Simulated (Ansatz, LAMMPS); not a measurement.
# Amorphous HfO2 at 7.99 g/cm^3 (84 atoms): geometry optimisation, part 3 of 4

Aim: bring amorphous HfO2 at 7.99 g/cm^3 (84 atoms) to a nearby minimum of the energy and see what moves.

Ansatz 0.2.0; Kohn-Sham DFT, PBE, PAW (set soft_2), plane waves.

The cell: 28 Hf and 56 O. The quench rate of 50 K/ps is many orders above laboratory rates. The starting topology of bonds comes from the classical model. Only the Γ point is sampled in the main run, in a cell whose shortest periodic width is 11 Å. Spin–orbit coupling is left out.

So far. Step 4 (Relaxation): The relaxation changed the energy by -27.3 meV/atom, and atoms moved by 0.17 Å r.m.s., 0.30 Å at most.

## (6) Single point at the relaxed geometry

The electronic structure is read at the final geometry, in a run of its own.

Contents of input.yaml:

```yaml
crystal:
  lattice:
    - [10.6975, 0.0, 0.0]
    - [0.0, 10.6975, 0.0]
    - [0.0, 0.0, 10.6975]
  atoms:
    - { symbol: Hf, position: [0.63835, 0.83587, 0.21507] }
    - { symbol: Hf, position: [0.3308, 0.21164, 0.33718] }
    - { symbol: Hf, position: [0.17177, 0.43615, 0.14102] }
    - { symbol: Hf, position: [0.69491, 0.19782, 0.23101] }
    - { symbol: Hf, position: [0.3991, 0.68405, 0.01365] }
    - { symbol: Hf, position: [0.28691, 0.17128, 0.91987] }
    - { symbol: Hf, position: [0.85747, 0.35219, 0.97337] }
    - { symbol: Hf, position: [0.4908, 0.95578, 0.47976] }
    - { symbol: Hf, position: [0.13207, 0.45114, 0.85796] }
    - { symbol: Hf, position: [0.92087, 0.68509, 0.99275] }
    - { symbol: Hf, position: [0.65996, 0.5607, 0.80551] }
    - { symbol: Hf, position: [0.18057, 0.9451, 0.52884] }
    - { symbol: Hf, position: [0.84603, 0.98643, 0.47306] }
    - { symbol: Hf, position: [0.00759, 0.16325, 0.27453] }
    - { symbol: Hf, position: [0.00644, 0.70506, 0.31342] }
    - { symbol: Hf, position: [0.16008, 0.93023, 0.14397] }
    - { symbol: Hf, position: [0.54514, 0.89414, 0.83369] }
    - { symbol: Hf, position: [0.38111, 0.38087, 0.66261] }
    - { symbol: Hf, position: [0.5008, 0.41415, 0.10732] }
    - { symbol: Hf, position: [0.15007, 0.46431, 0.46156] }
    - { symbol: Hf, position: [0.8351, 0.98377, 0.0229] }
    - { symbol: Hf, position: [0.58656, 0.19796, 0.87519] }
    - { symbol: Hf, position: [0.9657, 0.69445, 0.66122] }
    - { symbol: Hf, position: [0.95534, 0.02299, 0.75842] }
    - { symbol: Hf, position: [0.31846, 0.68638, 0.65781] }
    - { symbol: Hf, position: [0.32899, 0.70666, 0.31531] }
    - { symbol: Hf, position: [0.7369, 0.51661, 0.34961] }
    - { symbol: Hf, position: [0.8594, 0.34036, 0.6431] }
    - { symbol: O, position: [0.98236, 0.01443, 0.15336] }
    - { symbol: O, position: [0.16468, 0.57089, 0.28615] }
    - { symbol: O, position: [0.83088, 0.14923, 0.35845] }
    - { symbol: O, position: [0.01116, 0.48203, 0.03416] }
    - { symbol: O, position: [0.63807, 0.39724, 0.24406] }
    - { symbol: O, position: [0.35553, 0.83218, 0.53841] }
    - { symbol: O, position: [0.92557, 0.8672, 0.89505] }
    - { symbol: O, position: [0.86083, 0.13691, 0.63463] }
    - { symbol: O, position: [0.81853, 0.56804, 0.68815] }
    - { symbol: O, position: [0.16632, 0.29638, 0.00971] }
    - { symbol: O, position: [0.53285, 0.81374, 0.05266] }
    - { symbol: O, position: [0.12493, 0.03277, 0.68909] }
    - { symbol: O, position: [0.30878, 0.59879, 0.4777] }
    - { symbol: O, position: [0.3877, 0.76057, 0.82993] }
    - { symbol: O, position: [0.69793, 0.02329, 0.15843] }
    - { symbol: O, position: [0.25437, 0.53594, 0.99325] }
    - { symbol: O, position: [0.52778, 0.53473, 0.96468] }
    - { symbol: O, position: [0.9709, 0.36119, 0.81607] }
    - { symbol: O, position: [0.43833, 0.27235, 0.9837] }
    - { symbol: O, position: [0.51208, 0.17134, 0.30864] }
    - { symbol: O, position: [0.55257, 0.93645, 0.6537] }
    - { symbol: O, position: [0.50729, 0.26241, 0.71459] }
    - { symbol: O, position: [0.90994, 0.12429, 0.91269] }
    - { symbol: O, position: [0.465, 0.84388, 0.31898] }
    - { symbol: O, position: [0.66753, 0.27461, 0.04221] }
    - { symbol: O, position: [0.03572, 0.04205, 0.43401] }
    - { symbol: O, position: [0.75621, 0.40653, 0.50062] }
    - { symbol: O, position: [0.02201, 0.37265, 0.56047] }
    - { symbol: O, position: [0.89437, 0.55889, 0.27055] }
    - { symbol: O, position: [0.43965, 0.06112, 0.86772] }
    - { symbol: O, position: [0.02394, 0.61949, 0.49585] }
    - { symbol: O, position: [0.67979, 0.02301, 0.89418] }
    - { symbol: O, position: [0.66873, 0.9539, 0.40732] }
    - { symbol: O, position: [0.22173, 0.51955, 0.69229] }
    - { symbol: O, position: [0.32867, 0.06447, 0.47473] }
    - { symbol: O, position: [0.11738, 0.32577, 0.31023] }
    - { symbol: O, position: [0.17015, 0.82726, 0.35006] }
    - { symbol: O, position: [0.89903, 0.877, 0.63412] }
    - { symbol: O, position: [0.14938, 0.77861, 0.64201] }
    - { symbol: O, position: [0.78881, 0.79905, 0.08935] }
    - { symbol: O, position: [0.88242, 0.25932, 0.15243] }
    - { symbol: O, position: [0.66016, 0.67927, 0.3181] }
    - { symbol: O, position: [0.79074, 0.53771, 0.95831] }
    - { symbol: O, position: [0.30952, 0.33788, 0.48817] }
    - { symbol: O, position: [0.02755, 0.63201, 0.83153] }
    - { symbol: O, position: [0.89249, 0.83487, 0.37544] }
    - { symbol: O, position: [0.20563, 0.09425, 0.24474] }
    - { symbol: O, position: [0.2864, 0.78421, 0.1328] }
    - { symbol: O, position: [0.34341, 0.35227, 0.20192] }
    - { symbol: O, position: [0.20544, 0.01683, 0.99114] }
    - { symbol: O, position: [0.03717, 0.75604, 0.12675] }
    - { symbol: O, position: [0.25306, 0.3031, 0.78353] }
    - { symbol: O, position: [0.7291, 0.33605, 0.81217] }
    - { symbol: O, position: [0.65728, 0.73926, 0.81886] }
    - { symbol: O, position: [0.48379, 0.53982, 0.69468] }
    - { symbol: O, position: [0.42599, 0.58793, 0.18797] }
kpoints:
  mp_grid: { grid: [1, 1, 1] }
hamiltonian:
  xc: pbe
scf:
  occupations: { method: fermi_dirac, width: 0.025 }
output:
  forces: true
  stress: true
  populations: true
  dos:
    method: { smearing: { sigma: 0.08 } }
    de: 0.05
    projected: { site_lists: { Hf: [Hf], O: [O] } }
  eigenvalues: true
  write_density: true
  write_potential: true
  volumetric_format: npy
```

Run with:

```
ansatz run input.yaml --threads 4 --pin off --max-ram 8192MiB --backend cpu --events-out ev --progress --plain --runs-dir out
```

Numbers of over 12 decimals in the logs are rounded to 6 here.

The log of the run:

```text
[...]
Crystal: 84 atoms, lattice volume = 1224.185 Å³
Basis set: ecut = 420 eV, 23847 PW (Γ), exchange–correlation on 144×144×144 points (8 copies of the dense FFT grid, shifted against one another)
Bands: 639, of which v1, the nominal top of the filled ones, is band 532 counted from 1 (531 counted from 0)
Symmetry: 1 space group operations
[...]
k-points: 1
[...]
SCF iter   1: F=—  HF=-472110.607842 eV  |F-HF|=—  |Δ(HF+E_count)|=         —  Δρ=3.96e-3  dr2=1.89e-1  ethr=1.77e-3  ⟨swp⟩=5.0  Hψ=1968  notcnv=0  defer=58
[...]
SCF iter  11: F=-472110.604911 eV  HF=-472110.604911 eV  |F-HF|=5.24e-10  |Δ(HF+E_count)|=   1.87e-8  Δρ=2.03e-6  dr2=5.22e-8  ethr=9.40e-12  ⟨swp⟩=13.0  Hψ=5184  notcnv=0
SCF 1 converged in 11 iterations: F = -472110.604911 eV  dr2 = 5.22e-8
[...]
SCF converged after 11 iterations
Free energy (F): -472110.604911 eV
[...]
Internal energy: -472110.604911 eV  (E = F + TS)
E sigma→0 (E₀):  -472110.604911 eV
Fermi energy:    11.965604 eV
[...]
--- Forces (eV/Å), atoms counted from 1 ---
  atom   1  Hf     0.00793148    -0.02140030     0.00256039
  atom   2  Hf    -0.02345328     0.01891912    -0.00985352
  atom   3  Hf    -0.02409256     0.00684269    -0.00320031
  atom   4  Hf     0.01569257     0.00246542    -0.00552299
  atom   5  Hf    -0.00374908    -0.01759776    -0.01535217
  atom   6  Hf    -0.01503515     0.02119408    -0.00013813
  atom   7  Hf     0.01663560     0.01443262    -0.03699846
  atom   8  Hf     0.00542861    -0.01519225    -0.00139102
  atom   9  Hf    -0.02152844    -0.00686828    -0.00393305
  atom  10  Hf     0.01426392    -0.00452571    -0.01377264
  atom  11  Hf     0.00972071    -0.01466927    -0.01805233
  atom  12  Hf    -0.01836142    -0.01241010     0.01584334
  atom  13  Hf     0.01937884    -0.00872030     0.02465253
  atom  14  Hf     0.01200727    -0.00081474     0.00499178
[...]
atom  83  O      0.00022419     0.00200523     0.00463805
  atom  84  O     -0.00523882     0.00687710     0.01367006
  max |Σ_I F_I| component: 4.04e-5 eV/Å
--- Stress (GPa, compression-positive) ---
       -5.265689       0.453714       0.072397
        0.453713      -9.337351       1.035607
        0.072397       1.035607      -6.898262
  P = ⅓ Tr σ = -7.1671 GPa (-71.671 kbar)
--- Band table (eV) ---
[...]
--- Löwdin populations: 84 sites ---
  site symbol       q [e]
     0     Hf     24.4738
     1     Hf     24.5249
     2     Hf     24.5393
[...]
83      O      6.6930
  spilling = 0.002725 (of n_electrons = 1064.000000)
```

It took 50 s on 4 threads of Intel Xeon at 2.70GHz, shared host; peak memory 2.2 GiB; 2.9 min of CPU time.

Read from the output:

- free energy: -472110.6049 eV
- free energy per atom: -5620.3643 eV/atom
- SCF cycles: 11
- pressure: -7.167 GPa
- r.m.s. force component: 0.01124 eV/Å
- longest force: 0.04306 eV/Å
- Fermi energy: 11.97 eV
- gap (highest filled to lowest empty level): 3.806 eV
- spilling of the projection: 0.002725

Löwdin charges by element and coordination (they lack the spilled electrons, 0.035 e an atom on average):

```tsv
element	coordination	atoms	mean charge (e)	spread	least	most
Hf	all	28	1.48	0.029	1.39	1.53
Hf	4	1	1.46	0	1.46	1.46
Hf	5	5	1.48	0.0303	1.45	1.53
Hf	6	18	1.47	0.0307	1.39	1.53
Hf	7	4	1.48	0.0189	1.46	1.51
O	all	56	-0.686	0.0271	-0.750	-0.632
O	2	11	-0.660	0.0236	-0.711	-0.632
O	3	37	-0.689	0.0215	-0.750	-0.650
O	4	8	-0.710	0.0261	-0.748	-0.661
```

States in the cell by windows of 1 eV, zero at the Fermi level; the larger projections on atomic orbitals stand beside the total:

```tsv
from (eV)	to (eV)	total	O p	Hf d	O s	Hf f
-18	-17	40.7	0.1	3.6	34.4	0.4
-17	-14	0.0	0.0	0.0	0.0	0.0
-14	-13	0.9	0.0	0.0	0.0	0.9
-13	-12	384.9	1.1	0.2	0.5	383.0
-12	-11	6.2	0.0	0.0	0.0	6.1
-11	-7	0.0	0.0	0.0	0.0	0.0
-7	-6	35.8	25.1	7.8	0.3	0.1
-6	-5	75.9	55.1	16.9	0.5	0.2
-5	-4	75.7	59.9	12.2	0.7	0.3
-4	-3	81.4	71.0	7.5	0.6	0.3
-3	-2	65.0	60.3	3.2	0.2	0.2
-2	-1	2.3	2.2	0.1	0.0	0.0
-1	1	0.0	0.0	0.0	0.0	0.0
1	2	2.0	0.1	0.7	0.3	0.0
2	3	47.7	4.6	39.0	0.8	0.0
3	4	71.7	9.1	55.1	1.7	0.0
4	5	56.5	9.3	38.7	2.2	0.0
```

Between -26 and -18 eV lie 71 more states.

The stored curve holds about 840 of the 1064 electrons; the rest, give or take the few that broadening carries across the Fermi level, lie in deeper levels below its range.

The levels nearest the highest filled one (over half full), pooled over k-points and spins:

```tsv
level less the highest filled one (eV)	occupation
-0.382	2
-0.359	2
-0.303	2
-0.237	2
-0.135	2
0	2
3.81	0
4.06	0
4.11	0
4.15	0
4.23	0
4.31	0
```

Valence density in the bc plane at fractional x = 0.022, with atoms of Hf and O within 0.2 Å of it. It is the smooth field of the valence electrons, not physical close to the nuclei.

Ten steps, logarithmic in the rise over the least value, from '_' (0 e/Å³) to '@' (26 e/Å³), each cell a mean:
```
________________________..::----::..__......________________
________________________..............::....______....______
__________________..::::::....__..::====--..______......____
....____________..::====--::....::==**##++::..______________
====::..________..::====--::..__..--****++::..__________..::
++++--..__________..::::::..______::------::..__________..--
====--..______________..____________..::====::..________..--
::::..______________________________..==****++::__________..
....______________..::--::..________..==****==::..__________
________________..::++**++::..____....::----::..____________
________________..--**##**--..__..--====--..________________
::::::..__________::==++==::....::++****==::______________..
++**++::..__________........__..::++****==..____________..::
******--..______________________..::----::....__________..--
==++==::....______________________....::==++==::__________::
..::::--++++==........______________..++%%@@%%++..__________
__..--**%%@@##==......______________::**@@@@%%++..__________
....--##@@@@%%==......______________..==**##**--..__________
::::::==####++::______________________..::----::..______..::
++==--::::::..__________________________..--====--..__..::==
++++--..__________________......________::++****==::__..::==
--::..__________________..--==--::..____::==**++==..____..::
..____________________..::++****==..____..::----::__________
______________________..::++****==..__..........____________
```
Columns run along b (10.7 Å), rows up along c (10.7 Å). Atoms in or near the plane, at fractional coordinates: Hf at (0.16, 0.27), Hf at (0.71, 0.31), O at (0.48, 0.03), O at (0.04, 0.43), O at (0.37, 0.56), O at (0.62, 0.50), O at (0.63, 0.83), O at (0.76, 0.13).

Electrostatic potential energy in the bc plane at fractional x = 0.022, with atoms of Hf and O within 0.2 Å of it. With pseudopotentials it is smooth inside the atoms' cores, unlike the true potential.

Values in eV, 13 rows by 16 columns, each cell a mean:
```
 15  17  17  17  15  13  12   7  10  12   7   5  11  15  16  15
 10  12  16  17  16   9   6   6  11  -1 -13  10  15  16  15  12
-13  -1  12  16  16   1   1   9  12  -4 -19   8  14  15  12   0
-13   0  12  15  16  15  15  14  14  10  -3  -9   4  13  12   0
 10  13  16  16  16  12  10  15  14   8 -14 -23  -1  13  14  12
 14  16  17  17  16 -16 -23  11  15   5  -2   3   9  13  13  13
 -3   5  16  16  16   8   3  11  12 -19 -23  11  14  14  13  12
-21 -11  11  11  14  16  13  11  12   8   0  -1   7  14  15  12
 12  -1 -18 -12   8  15  15  14  14   8 -19 -27 -15  10  16  16
 11 -11 -28 -25   3  14  15  15  15  10 -11 -22  -8  11  14  15
-11   3  -5  -1  11  14  13  14  15  14  11   0  -6  12  13   5
 -2  13  14  14  15  15  13   4   9  15  13  -8 -22  10  13   8
 15  17  17  16  16  14  10 -24 -15  12   6   5  10  15  14  14
```
Columns run along b (10.7 Å; values clipped at the 3rd and 97th percentile), rows up along c (10.7 Å). Atoms in or near the plane, at fractional coordinates: Hf at (0.16, 0.27), Hf at (0.71, 0.31), O at (0.48, 0.03), O at (0.04, 0.43), O at (0.37, 0.56), O at (0.62, 0.50), O at (0.63, 0.83), O at (0.76, 0.13).

Mean Löwdin charges: Hf +1.48, O -0.69 e. The largest share in the top eV of filled states is O p (94 % of the projected weight), and in the lowest eV of empty states Hf d (82 % of the projected weight).

Local excerpt of 10 atoms (numbers count through the whole input) about Hf23, which has 5 bonded neighbours where the commonest count for Hf is 6; x, y, z are measured from there.

```tsv
atom	x	y	z	distance (Å)	bonds	Löwdin charge (e)
Hf23	0.00	0.00	0.00	0.00	5	1.50
O59	0.62	-0.80	-1.77	2.04	3	-0.67
O73	0.66	-0.67	1.82	2.05	3	-0.68
O37	-1.57	-1.35	0.29	2.10	3	-0.72
O66	-0.71	1.95	-0.29	2.10	3	-0.69
O67	1.96	0.90	-0.21	2.17	3	-0.68
O35	-0.43	1.85	2.50	3.14	3	-0.70
O62	2.74	-1.87	0.33	3.33	4	-0.70
O74	-0.78	1.50	-3.06	3.50	2	-0.64
Hf10	-0.48	-0.10	3.55	3.58	6	1.51
```

The column of bonds counts only the pairs O-Hf within 2.88 Å; other neighbours, such as metal atoms beside each other in a compound, aren't counted, and periodic images can show an atom twice.

## (7) K-mesh 2×2×2

A denser mesh tests the sampling of the Brillouin zone.

Edit input.yaml of step 6 so:

```diff
@@ -8,3 +8,3 @@
 kpoints:
-  mp_grid: { grid: [1, 1, 1] }
+  mp_grid: { grid: [2, 2, 2] }
 hamiltonian:
@@ -22,4 +22 @@
   eigenvalues: true
-  write_density: true
-  write_potential: true
-  volumetric_format: npy
```

The log of the run:

```text
[...]
Crystal: 84 atoms, lattice volume = 1224.185 Å³
Basis set: ecut = 420 eV, 23847 PW (Γ), exchange–correlation on 144×144×144 points (8 copies of the dense FFT grid, shifted against one another)
Bands: 639, of which v1, the nominal top of the filled ones, is band 532 counted from 1 (531 counted from 0)
Symmetry: 1 space group operations
[...]
k-points: 8
[...]
SCF iter   1: F=—  HF=-472110.736011 eV  |F-HF|=—  |Δ(HF+E_count)|=         —  Δρ=3.92e-3  dr2=1.87e-1  ethr=1.77e-3  ⟨swp⟩=4.1  Hψ=15809  notcnv=0  defer=465
[...]
SCF iter  10: F=—  HF=-472110.732396 eV  |F-HF|=—  |Δ(HF+E_count)|=   8.38e-7  Δρ=6.12e-6  dr2=4.31e-7  ethr=6.38e-11  ⟨swp⟩=2.0  Hψ=8563  notcnv=0  defer=797
SCF iter  11: F=-472110.732396 eV  HF=-472110.732396 eV  |F-HF|=2.33e-9  |Δ(HF+E_count)|=   2.35e-8  Δρ=2.08e-6  dr2=5.40e-8  ethr=9.40e-12  ⟨swp⟩=10.0  Hψ=24410  notcnv=0
SCF 1 converged in 11 iterations: F = -472110.732396 eV  dr2 = 5.40e-8
[...]
SCF converged after 11 iterations
Free energy (F): -472110.732396 eV
[...]
Internal energy: -472110.732396 eV  (E = F + TS)
E sigma→0 (E₀):  -472110.732396 eV
Fermi energy:    11.977287 eV
[...]
Σ components = -472110.732396   (vs F -472110.732396, Δ=0.00e0)
--- Forces (eV/Å), atoms counted from 1 ---
  atom   1  Hf     0.01332762    -0.00048029     0.02281634
  atom   2  Hf    -0.03129031     0.02007463    -0.00281483
  atom   3  Hf    -0.01540532    -0.02140357     0.00633528
  atom   4  Hf     0.01302232    -0.02996432     0.01520395
[...]
atom  84  O     -0.02547896     0.00156052     0.02526530
  max |Σ_I F_I| component: 4.28e-5 eV/Å
--- Stress (GPa, compression-positive) ---
       -5.283076       0.460314       0.091440
        0.460314      -9.327465       1.032864
        0.091440       1.032864      -6.877139
  P = ⅓ Tr σ = -7.1626 GPa (-71.626 kbar)
--- Band table (eV; the first three rows and the last of 8) ---
[...]
--- Löwdin populations: 84 sites ---
  site symbol       q [e]
     0     Hf     24.4746
     1     Hf     24.5273
     2     Hf     24.5334
[...]
83      O      6.6942
  spilling = 0.002735 (of n_electrons = 1064.000000)
```

Wall time 7.5 min (4 threads); peak memory 6.1 GiB; 24 min of CPU time.

The program notes that it cut back its work space to fit the memory limit.

Geometry and reference: those of the single point at the relaxed geometry.

Forces differ from those of the single point at the relaxed geometry by 14 meV/Å r.m.s.; the energy by -1.5 meV/atom. It took 7.5 min and 11 cycles; the reference's time can't be set against it, since the two runs asked for unlike analyses.

[end of part 3 of 4]

[Logs are printed without paths, hosts, clocks, repeated set-up lines and the standing remarks that a program may print on its own settings, such as how far it seeks lower states.]

[Hosts, paths, dates, database ids (printed as entryN), source tags and the programs' standing remarks are cut or masked in the printed files.]
